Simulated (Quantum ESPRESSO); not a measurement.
Consider LaGaO3 (Pm-3m).

```cif
data_structure
_symmetry_space_group_name_H-M 'P 1'
_symmetry_Int_Tables_number 1
_cell_length_a 3.9135
_cell_length_b 3.9135
_cell_length_c 3.9135
_cell_angle_alpha 90.000
_cell_angle_beta 90.000
_cell_angle_gamma 90.000
_cell_volume 59.94
loop_
_atom_site_label
_atom_site_type_symbol
_atom_site_fract_x
_atom_site_fract_y
_atom_site_fract_z
_atom_site_occupancy
La1 La 0.50000 0.50000 0.50000 1
Ga2 Ga 0.00000 0.00000 0.00000 1
O3 O 0.50000 0.00000 0.00000 1
O4 O 0.00000 0.00000 0.50000 1
O5 O 0.00000 0.50000 0.00000 1
```

Absorber: atom 3, with 2 Ga at 1.96 Å (linear, site symmetry 4/mmm). Method: Quantum ESPRESSO XSpectra, LDA, full core hole (charged cell), 10-atom cell with 5.5 Å between holes, 6×6×6 k points, dipole transitions, Lorentzian half width 0.3 eV up to 4 eV, rising linearly to 2.5 eV at 25 eV (counted from xe0, 1.3 eV below the zero used here), without spin-orbit coupling.

Where do the maxima of the O K edge fall?

Main maxima up to 24 eV above the zero (height): 3.4 eV (2.60), 8.9 eV (1.60) and 18.9 eV (0.63). A K edge sees empty p states on the absorber. The total-energy difference plus the lowest empty eigenvalue puts the zero at 534.28 eV. One term is added: -8.83 eV, since the hole is spin-paired here and a spin-polarised one costs that much less in the free atom (computed apart). The photon energy is then 525.45 eV. The functional and the charged cell's background leave an error in such absolute values: in the free atom LDA prices this hole 4.1 eV below PBE (computed apart), and PBE is itself good to a few eV.

The O K spectrum (energy from the lowest empty level; intensity scaled to a mean of 1 over the first 20 eV; the points at xe0, where the cut of filled states can leave a spike, are interpolated):

```csv
E (eV),intensity
-2.0,0.04
-1.0,0.06
0.0,0.13
1.0,0.61
2.0,0.98
3.0,2.18
4.0,1.77
5.0,1.08
6.0,0.78
7.0,0.86
8.0,1.28
9.0,1.60
10.0,1.37
11.0,1.24
12.0,1.07
13.0,0.91
14.0,0.72
15.0,0.59
16.0,0.55
17.0,0.57
18.0,0.62
19.0,0.63
20.0,0.61
21.0,0.57
22.0,0.55
23.0,0.54
24.0,0.56
25.0,0.58
26.0,0.62
27.0,0.66
28.0,0.72
29.0,0.77
30.0,0.80
31.0,0.80
32.0,0.77
```

The holes are only 5.5 Å apart, so the shape is probably not converged with cell size; no larger cell was run here. The structure is a computed Materials Project entry and may be a hypothetical form.

[Banner, clock and machine lines of the logs are left out without a mark of their own.]

[Logs are printed without paths, hosts, clocks, repeated set-up lines and the standing remarks that a program may print on its own settings, such as how far it seeks lower states.]

[Hosts, paths, dates, database ids (printed as entryN), source tags and the programs' standing remarks are cut or masked in the printed files.]

[Lists of maxima count a maximum above −3 eV only where it reaches 4 % of the highest in the window and stands out from its surroundings by 2 % of it (1.5 % where it reaches 55 %); shoulders and weaker maxima are passed over, and of the rest the first, up to two pre-edge ones and the few strongest are named.]
